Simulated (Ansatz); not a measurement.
## AlN (F-43m): the gap up the ladder of methods

Aim: the gap of AlN (F-43m) at several levels of theory on one structure, with the time that each takes.

Main program and level: Ansatz 0.2.0; density functionals, hybrids and G0W0, plane waves, PAW.

Report form: the programs' logs are mostly left out.

In doubt: masses and optical values from hybrid runs of this build are listed as unsure (steps 9, 10), which bears on the screening that GW takes from such a start.

**1. Set-up**

The structure is cubic, space group F-43m (No. 216). The conventional cell has a = 4.368 Å, b = 4.368 Å, c = 4.368 Å, α = 90.00°, β = 90.00°, γ = 90.00°. Nearest to Al lie 4 N at 1.89 Å. Nearest to N lie 4 Al at 1.89 Å. Farther neighbours and most contacts between anions are not listed.

The cell and positions are those that the Materials Project relaxed with its own functionals (PBE, PBE+U or r2SCAN), kept fixed. This is not the form that AlN usually takes at ambient conditions.

The logs state that the PAW files were generated under PBE.

**2. LDA on the 10×10×10 mesh**

This step: DFT, LDA, plane waves, PAW; PAW set soft_1.

The input, input.yaml:

```yaml
crystal:
  lattice:
    - [0.0, 2.1839935596, 2.1839935596]
    - [2.1839935596, 0.0, 2.1839935596]
    - [2.1839935596, 2.1839935596, 0.0]
  atoms:
    - { symbol: Al, position: [0.0, 0.0, 0.0] }
    - { symbol: "N", position: [0.75, 0.75, 0.75] }
kpoints:
  mp_grid: { grid: [10, 10, 10] }
  band_path:
    path:
      - [0.0, 0.0, 0.0]
      - [-0.5, -0.5, 0.0]
      - [-0.375, -0.375, 0.25]
      - [-0.375, 0.0, 0.375]
      - [0.0, 0.0, 0.5]
      - [-0.5, -0.25, 0.25]
    npoints: 1
hamiltonian:
  xc: lda
  pseudopotentials: { kind: paw, azcp: { folder: soft_1 }, xc_functional: pbe }
scf:
  occupations: { method: fixed }
  n_extra_bands: 4
output:
  eigenvalues: true
  write_density: true
  write_potential: true
  elf: true
  volumetric_format: npy
```

Command:

```
$ ansatz run input.yaml --threads 3 --pin off --max-ram 92160MiB --backend cuda --events-out ev --progress --plain --runs-dir out --devices 1 --max-vram 13GiB
```

Wall time 8.6 s (1 × NVIDIA H100 80GB HBM3 (shared by 6 runs) with 3 threads of AMD EPYC 7R13 (Zen 3), shared host); peak memory 0.8 GiB.

Numbers from this step:

* gap: 3.241 eV
* valence top at: Γ
* conduction bottom at: X
* least direct gap: 4.227 eV

Over mesh and listed points the gap is 3.241 eV, from k = Γ to k = (-0.500, -0.500, 0.000). The least direct gap found is 4.227 eV, at k = Γ.

**3. PBE on the 10×10×10 mesh**

Levels along a band path and on the mesh show where this functional puts the band edges.

This step: DFT, PBE, plane waves, PAW; PAW set soft_1.

input.yaml, the sections that differ from step 2:

```yaml
kpoints:
  mp_grid: { grid: [10, 10, 10] }
  band_path:
    path:
      - [[0.0, 0.0, 0.0], [-0.5, -0.5, 0.0], [-0.375, -0.375, 0.25]]
      - [[-0.375, 0.0, 0.375], [0.0, 0.0, 0.0], [0.0, 0.0, 0.5], [-0.5, -0.25, 0.25], [-0.5, -0.5, 0.0]]
    npoints: 10
hamiltonian:
  xc: pbe
  pseudopotentials: { kind: paw, azcp: { folder: soft_1 } }
scf:
  occupations: { method: fermi_dirac, width: 0.02 }
  n_extra_bands: 4
# crystal, output: as in step 2
```

Run time: 7.9 s. Hardware: 1 × NVIDIA H100 80GB HBM3 (shared by 6 runs) with 3 threads; peak memory 0.85 GiB; 3.3 s of CPU time.

This step gave:

```
filled bands         : 4
gap                  : 3.325 eV
valence top at       : Γ
conduction bottom at : X
least direct gap     : 4.187 eV
```

Over mesh and path the gap is 3.325 eV, from k = Γ to k = (-0.500, -0.500, 0.000). The least direct gap found is 4.187 eV, at k = Γ. PBE against LDA: 3.325 − 3.241 = +0.084 eV, with the same mesh, files and cutoff, and both edges at the same k points.

**4. r2SCAN on the 10×10×10 mesh**

r2SCAN is a meta-GGA: it depends on the kinetic-energy density as well as on the density and its gradient.

This step: DFT, r2SCAN, plane waves, PAW; PAW set soft_1.

The input, input.yaml:

```yaml
crystal:
  lattice:
    - [0.0, 2.1839935596, 2.1839935596]
    - [2.1839935596, 0.0, 2.1839935596]
    - [2.1839935596, 2.1839935596, 0.0]
  atoms:
    - { symbol: Al, position: [0.0, 0.0, 0.0] }
    - { symbol: "N", position: [0.75, 0.75, 0.75] }
kpoints:
  mp_grid: { grid: [10, 10, 10] }
  band_path:
    path:
      - [0.0, 0.0, 0.0]
      - [-0.5, -0.5, 0.0]
      - [-0.375, -0.375, 0.25]
      - [-0.375, 0.0, 0.375]
      - [0.0, 0.0, 0.5]
      - [-0.5, -0.25, 0.25]
    npoints: 1
hamiltonian:
  xc: r2scan
  pseudopotentials: { kind: paw, azcp: { folder: soft_1 } }
scf:
  occupations: { method: fixed }
  n_extra_bands: 4
output:
  eigenvalues: true
```

Elapsed: 12 s, on 1 × NVIDIA H100 80GB HBM3 (shared by 6 runs) with 3 threads; peak memory 0.86 GiB; 9.2 s of CPU time.

This step gave:

| Quantity | Value |
| --- | --- |
| gap | 3.935 eV |
| valence top at | Γ |
| conduction bottom at | X |
| least direct gap | 4.845 eV |

Over mesh and listed points the gap is 3.935 eV, from k = Γ to k = (-0.500, -0.500, 0.000). The least direct gap found is 4.845 eV, at k = Γ. r2SCAN against PBE: 3.935 − 3.325 = +0.610 eV. The runs also differ in plane-wave cutoff (420 eV and 500 eV), so how much of this comes from the functional alone is not known.

**5. HSE06 on the 6×6×6 mesh**

HSE06 mixes in a quarter of exact exchange at short range.

This step: DFT, HSE06, plane waves, PAW; PAW set soft_1.

input.yaml: that of step 4 with these lines changed.

```diff
@@ -9,3 +9,3 @@
 kpoints:
-  mp_grid: { grid: [10, 10, 10] }
+  mp_grid: { grid: [6, 6, 6] }
   band_path:
@@ -20,3 +20,3 @@
 hamiltonian:
-  xc: r2scan
+  xc: hse06
   pseudopotentials: { kind: paw, azcp: { folder: soft_1 } }
@@ -27 +27,5 @@
   eigenvalues: true
+  write_density: true
+  write_potential: true
+  elf: true
+  volumetric_format: npy
```

Wall time 16 s (1 × NVIDIA H100 80GB HBM3 (shared by 6 runs) with 3 threads); peak memory 1 GiB; 9.8 s of CPU time.

Numbers from this step:

| Item | Value |
| --- | --- |
| gap | 4.554 eV |
| valence top at | Γ |
| conduction bottom at | X |
| least direct gap | 5.561 eV |
| exact-exchange fraction | 0.25 |

Over mesh and listed points the gap is 4.554 eV, from k = Γ to k = (-0.500, -0.500, 0.000). The least direct gap found is 5.561 eV, at k = Γ. HSE06 against PBE: 4.554 − 3.325 = +1.229 eV. The runs also differ in mesh (10×10×10 and 6×6×6), so how much of this comes from the functional alone is not known.

**6. PBE0 on the 6×6×6 mesh**

PBE0 mixes in a quarter of exact exchange at all distances.

This step: DFT, PBE0, plane waves, PAW; PAW set soft_1.

input.yaml: that of step 5 with these lines changed.

```diff
@@ -20,3 +20,3 @@
 hamiltonian:
-  xc: hse06
+  xc: pbe0
   pseudopotentials: { kind: paw, azcp: { folder: soft_1 } }
@@ -27,5 +27 @@
   eigenvalues: true
-  write_density: true
-  write_potential: true
-  elf: true
-  volumetric_format: npy
```

Run time: 20 s. Hardware: 1 × NVIDIA H100 80GB HBM3 (shared by 6 runs) with 3 threads; peak memory 1.1 GiB; 7.8 s of CPU time.

Numbers from this step:

- gap: 5.289 eV
- valence top at: Γ
- conduction bottom at: X
- least direct gap: 6.289 eV
- exact-exchange fraction: 0.25

Over mesh and listed points the gap is 5.289 eV, from k = Γ to k = (-0.500, -0.500, 0.000). The least direct gap found is 6.289 eV, at k = Γ. PBE0 against HSE06: 5.289 − 4.554 = +0.735 eV, with the same mesh, files and cutoff, and both edges at the same k points.

**7. DDH-PBE0 on the 6×6×6 mesh**

The input asks for a share of exact exchange of one over the crystal's ε∞, which the program works out first.

This step: DFT, dielectric-dependent PBE0 (fraction 1/eps_inf of PBE), plane waves, PAW; PAW set soft_1.

input.yaml: that of step 6 with these lines changed.

```diff
@@ -8,2 +8,3 @@
     - { symbol: "N", position: [0.75, 0.75, 0.75] }
+  host: atoms
 kpoints:
@@ -20,3 +21,6 @@
 hamiltonian:
-  xc: pbe0
+  xc:
+    exchange: pbe
+    correlation: pbe
+    exx: { coeff: inverse_dielectric }
   pseudopotentials: { kind: paw, azcp: { folder: soft_1 } }
@@ -27 +31,5 @@
   eigenvalues: true
+  write_density: true
+  write_potential: true
+  elf: true
+  volumetric_format: npy
```

It took 15 s on 1 × NVIDIA H100 80GB HBM3 (shared by 6 runs) with 3 threads; peak memory 1.1 GiB.

Numbers from this step:

| Item | Value |
| --- | --- |
| gap | 5.036 eV |
| valence top at | Γ |
| conduction bottom at | X |
| least direct gap | 6.018 eV |
| exact-exchange fraction | 0.2184 |

Over mesh and listed points the gap is 5.036 eV, from k = Γ to k = (-0.500, -0.500, 0.000). The least direct gap found is 6.018 eV, at k = Γ. DDH-PBE0 against PBE0: 5.036 − 5.289 = −0.253 eV, with the same mesh, files and cutoff, and both edges at the same k points.

**8. G0W0@PBE, 6×6×6 mesh, 133 empty bands, screening to 200 eV, PAW set soft_1 files**

G0W0 replaces the xc potential by a self-energy built once from the orbitals of the start. Levels are corrected in the window of bands that the input names, at points of the mesh.

This step: G0W0 on PBE, plane waves, PAW; PAW set soft_1.

The input, input.yaml:

```yaml
crystal:
  lattice:
    - [0.0, 2.1839935596, 2.1839935596]
    - [2.1839935596, 0.0, 2.1839935596]
    - [2.1839935596, 2.1839935596, 0.0]
  atoms:
    - { symbol: Al, position: [0.0, 0.0, 0.0] }
    - { symbol: "N", position: [0.75, 0.75, 0.75] }
kpoints:
  mp_grid: { grid: [6, 6, 6] }
hamiltonian:
  xc: pbe
  pseudopotentials: { kind: paw, azcp: { folder: soft_1 } }
scf:
  occupations: { method: fixed }
gw:
  n_empty_bands: 133
  ecut_chi: 200.0
  qp_bands: [v2, c2]
  qp_kpoints: band_edges
  screening: { model: contour_deformation }
```

Run time: 20 s. Hardware: 1 × NVIDIA H100 80GB HBM3 (shared by 6 runs) with 3 threads; peak memory 1 GiB; 18 s of CPU time.

This step gave:

```yaml
bands_summed: 137
rpa_eps_infinity_on_this_mesh_eigenvalues: 4.393, 4.393, 4.393
plane_waves_in_the_screening_matrix: 137
g0w0_gap_over_the_corrected_points: 4.777 eV
k_of_the_valence_top: 0, 0, 0
k_of_the_conduction_bottom: 0, -0.5, -0.5
starting_gap_on_the_mesh: 3.323 eV
z_at_the_valence_top: 0.7769
z_at_the_conduction_bottom: 0.8303
least_direct_g0w0_gap_over_the_corrected_points: 5.878 eV
```

Over 9 of 16 irreducible mesh points the G0W0 gap is 4.777 eV, from k = Γ to k = (0.000, -0.500, -0.500). The PBE gap of this run on the mesh is 3.323 eV. The two states that bound the G0W0 gap lie that far apart at the start, so the correction of the gap is 4.777 − 3.323 = +1.454 eV.

**9. G0W0@HSE06, 6×6×6 mesh, 62 empty bands, screening to 120 eV, PAW set soft_1 files**

This step: G0W0 on HSE06, plane waves, PAW; PAW set soft_1.

input.yaml: that of step 8 with these lines changed.

```diff
@@ -11,3 +11,3 @@
 hamiltonian:
-  xc: pbe
+  xc: hse06
   pseudopotentials: { kind: paw, azcp: { folder: soft_1 } }
@@ -16,4 +16,4 @@
 gw:
-  n_empty_bands: 133
-  ecut_chi: 200.0
+  n_empty_bands: 62
+  ecut_chi: 120
   qp_bands: [v2, c2]
```

The job ended after 22 s (1 × NVIDIA H100 80GB HBM3 (shared by 6 runs) with 3 threads; peak memory 1.1 GiB; 16 s of CPU time).

Numbers from this step:

| Quantity | Value |
| --- | --- |
| bands summed | 66 |
| RPA ε∞ on this mesh (eigenvalues) | 3.681, 3.681, 3.681 |
| plane waves in the screening matrix | 59 |
| G0W0 gap over the corrected points | 5.196 eV |
| k of the valence top | 0, 0, 0 |
| k of the conduction bottom | 0, -0.5, -0.5 |
| starting gap on the mesh | 4.554 eV |
| Z at the valence top | 0.8074 |
| Z at the conduction bottom | 0.8521 |
| least direct G0W0 gap over the corrected points | 6.422 eV |

Over 9 of 16 irreducible mesh points the G0W0 gap is 5.196 eV, from k = Γ to k = (0.000, -0.500, -0.500). The HSE06 gap of this run on the mesh is 4.554 eV. The two states that bound the G0W0 gap lie that far apart at the start, so the correction of the gap is 5.196 − 4.554 = +0.642 eV. G0W0@HSE06 against G0W0@PBE with 66 bands (a further run, in the table below): 5.196 − 4.580 = +0.616 eV, with the same mesh, files and cutoffs, and both edges at the same k points.

**10. G0W0@PBE0, 6×6×6 mesh, 62 empty bands, screening to 120 eV, PAW set soft_1 files**

This step: G0W0 on PBE0, plane waves, PAW; PAW set soft_1.

input.yaml: that of step 9 with these lines changed.

```diff
@@ -11,3 +11,3 @@
 hamiltonian:
-  xc: hse06
+  xc: pbe0
   pseudopotentials: { kind: paw, azcp: { folder: soft_1 } }
```

It took 19 s on 1 × NVIDIA H100 80GB HBM3 (shared by 6 runs) with 3 threads; peak memory 1.2 GiB; 16 s of CPU time.

This step gave:

* bands summed: 66
* RPA ε∞ on this mesh (eigenvalues): 3.493, 3.493, 3.493
* plane waves in the screening matrix: 59
* G0W0 gap over the corrected points: 5.397 eV
* k of the valence top: 0, 0, 0
* k of the conduction bottom: 0, -0.5, -0.5
* starting gap on the mesh: 5.289 eV
* Z at the valence top: 0.8168
* Z at the conduction bottom: 0.8597
* least direct G0W0 gap over the corrected points: 6.633 eV

Over 9 of 16 irreducible mesh points the G0W0 gap is 5.397 eV, from k = Γ to k = (0.000, -0.500, -0.500). The PBE0 gap of this run on the mesh is 5.289 eV. The two states that bound the G0W0 gap lie that far apart at the start, so the correction of the gap is 5.397 − 5.289 = +0.108 eV. G0W0@PBE0 against G0W0@HSE06 with 66 bands: 5.397 − 5.196 = +0.201 eV, with the same mesh, files and cutoffs, and both edges at the same k points.

**11. The ladder**

Each gap is the least one over the points named; times are wall times on shared hosts, not benchmarks. A G0W0 time includes the run's own self-consistent start. Runs with listed points see these and the mesh alone, so an edge that moves elsewhere is missed. Rows marked * are further runs, not shown as steps, whose inputs differ from the G0W0 step on the same start in the columns given; solver thresholds can differ too. Symmetry makes (-0.500, -0.500, 0.000) and (0.000, -0.500, -0.500) one point.

| level | mesh | files, cutoff | bands summed, screening | points | gap (eV) | valence top | conduction bottom | least direct gap (eV) | time |
| --- | --- | --- | --- | --- | --- | --- | --- | --- | --- |
| LDA | 10×10×10 | soft_1 PAW, 420 eV | - | mesh and listed points | 3.241 | Γ | (-0.500, -0.500, 0.000) | 4.227 | 8.6 s |
| PBE | 10×10×10 | soft_1 PAW, 420 eV | - | mesh and path | 3.325 | Γ | (-0.500, -0.500, 0.000) | 4.187 | 7.9 s |
| r2SCAN | 10×10×10 | soft_1 PAW, 500 eV | - | mesh and listed points | 3.935 | Γ | (-0.500, -0.500, 0.000) | 4.845 | 12 s |
| HSE06 | 6×6×6 | soft_1 PAW, 420 eV | - | mesh and listed points | 4.554 | Γ | (-0.500, -0.500, 0.000) | 5.561 | 16 s |
| PBE0 | 6×6×6 | soft_1 PAW, 420 eV | - | mesh and listed points | 5.289 | Γ | (-0.500, -0.500, 0.000) | 6.289 | 20 s |
| DDH-PBE0 | 6×6×6 | soft_1 PAW, 420 eV | - | mesh and listed points | 5.036 | Γ | (-0.500, -0.500, 0.000) | 6.018 | 15 s |
| G0W0@PBE* | 6×6×6 | soft_1 PAW, 420 eV | 25, 60 eV | 9 of 16 irreducible mesh points | 4.276 | Γ | (0.000, -0.500, -0.500) | 5.455 | 12 s |
| G0W0@PBE* | 6×6×6 | soft_1 PAW, 420 eV | 66, 120 eV | 9 of 16 irreducible mesh points | 4.580 | Γ | (0.000, -0.500, -0.500) | 5.773 | 10 s |
| G0W0@PBE | 6×6×6 | soft_1 PAW, 420 eV | 137, 200 eV | 9 of 16 irreducible mesh points | 4.777 | Γ | (0.000, -0.500, -0.500) | 5.878 | 20 s |
| G0W0@PBE* | 4×4×4 | soft_1 PAW, 420 eV | 66, 120 eV | 6 of 8 irreducible mesh points | 4.516 | Γ | (0.000, -0.500, -0.500) | 5.741 | 9 s |
| G0W0@HSE06 | 6×6×6 | soft_1 PAW, 420 eV | 66, 120 eV | 9 of 16 irreducible mesh points | 5.196 | Γ | (0.000, -0.500, -0.500) | 6.422 | 22 s |
| G0W0@PBE0 | 6×6×6 | soft_1 PAW, 420 eV | 66, 120 eV | 9 of 16 irreducible mesh points | 5.397 | Γ | (0.000, -0.500, -0.500) | 6.633 | 19 s |

**12. Summary of results**

```json
{
  "LDA, over mesh and listed points": "3.241 eV",
  "PBE, over mesh and path": "3.325 eV",
  "r2SCAN, over mesh and listed points": "3.935 eV",
  "HSE06, over mesh and listed points": "4.554 eV",
  "PBE0, over mesh and listed points": "5.289 eV",
  "DDH-PBE0, over mesh and listed points": "5.036 eV",
  "G0W0@PBE (137 bands, 6×6×6), over 9 of 16 irreducible mesh points": "4.777 eV",
  "G0W0@HSE06, over 9 of 16 irreducible mesh points": "5.196 eV",
  "G0W0@PBE0, over 9 of 16 irreducible mesh points": "5.397 eV",
  "known limits": "finite bands, screening cutoff and k mesh; no spin-orbit coupling in G0W0"
}
```

The rows run from 3.241 eV (LDA) to 5.397 eV (G0W0@PBE0). They differ in mesh, plane-wave cutoff, bands and screening cutoff of G0W0 and the points over which the gap was sought as well as in level, so only pairs that share these are like for like. PBE against LDA: 3.325 − 3.241 = +0.084 eV, with the same mesh, files and cutoff, and both edges at the same k points. PBE0 against HSE06: 5.289 − 4.554 = +0.735 eV, with the same mesh, files and cutoff, and both edges at the same k points. DDH-PBE0 against PBE0: 5.036 − 5.289 = −0.253 eV, with the same mesh, files and cutoff, and both edges at the same k points. G0W0@HSE06 against G0W0@PBE with 66 bands: 5.196 − 4.580 = +0.616 eV, with the same mesh, files and cutoffs, and both edges at the same k points. G0W0@PBE0 against G0W0@HSE06 with 66 bands: 5.397 − 5.196 = +0.201 eV, with the same mesh, files and cutoffs, and both edges at the same k points. The dielectric-dependent hybrid took 0.218 of exact exchange, against 0.25 in PBE0. G0W0@PBE (137 bands, 6×6×6) moves the gap of its own start on the mesh by 4.777 − 3.323 = +1.454 eV, between the same two levels. Both edges that PBE shows over mesh and path lie at k points where levels were corrected. Levels at other points were not corrected, so a lower G0W0 gap elsewhere in the zone is not ruled out. G0W0@HSE06 moves the gap of its own start on the mesh by 5.196 − 4.554 = +0.642 eV, between the same two levels. Both edges that HSE06 shows over mesh and listed points lie at k points where levels were corrected. Levels at other points were not corrected, so a lower G0W0 gap elsewhere in the zone is not ruled out. G0W0@PBE0 moves the gap of its own start on the mesh by 5.397 − 5.289 = +0.108 eV, between the same two levels. Both edges that PBE0 shows over mesh and listed points lie at k points where levels were corrected. Levels at other points were not corrected, so a lower G0W0 gap elsewhere in the zone is not ruled out. For G0W0@PBE: from 25 bands and 60 eV to 137 bands and 200 eV the gap moves by 4.777 − 4.276 = +0.501 eV (rung by rung 4.276, 4.580, 4.777 eV); bands and screening cutoff rise together, so their parts are not told apart. A line in one over the bands through the two highest rungs gives 4.777 + (4.777 − 4.580) × 66 / (137 − 66) = 4.960 eV, and through the pair below 4.580 + (4.580 − 4.276) × 25 / (66 − 25) = 4.765 eV. The two differ by 0.195 eV, not under the 0.030 eV asked, so the law does not hold well over these rungs and the limit is not known. The other G0W0 rows are shown at one basis each (66 bands), so their distance from the limit is not known here. With the 4×4×4 mesh in place of the 6×6×6 mesh and all else as in the G0W0@PBE row with 66 bands, the gap differs by 4.516 − 4.580 = −0.064 eV, and that of the start by 3.299 − 3.323 = −0.024 eV. The G0W0 runs are scalar-relativistic. G0W0@PBE runs of this series with other atomic data on the same mesh, not shown as steps, give 4.544 eV (hard PAW, 900 eV, 70 bands, screening to 120 eV; the table's row with the same empty bands and screening cutoff has 4.580 eV); where bands and cutoffs differ too, the part of the files is not isolated.

[Paths, hosts, dates, memory and timing lines, banners, echoed tables and standing remarks are left out of the program output.]

[Logs are printed without paths, hosts, clocks, repeated set-up lines and the standing remarks that a program may print on its own settings, such as how far it seeks lower states.]

[Runs of the session that timed out or met a known fault of the program may be left out.]

[Cells called generated may have been cut or substituted from an entry of the Crystallography Open Database or the Materials Project.]

[Hosts, paths, dates, database ids (printed as entryN), source tags and the programs' standing remarks are cut or masked in the printed files.]

[Where an RPA ε∞ is given, it is that of the G0W0 mesh and is not shown converged in it. Names of k-points follow the symmetry that the program found, which can be lower than the space group named. Band edges on a path are those of the sampled points; other points can move an edge, and change direct to indirect where valleys lie close.]

[Hybrid gaps are those of their k-mesh and are not shown converged in it.]
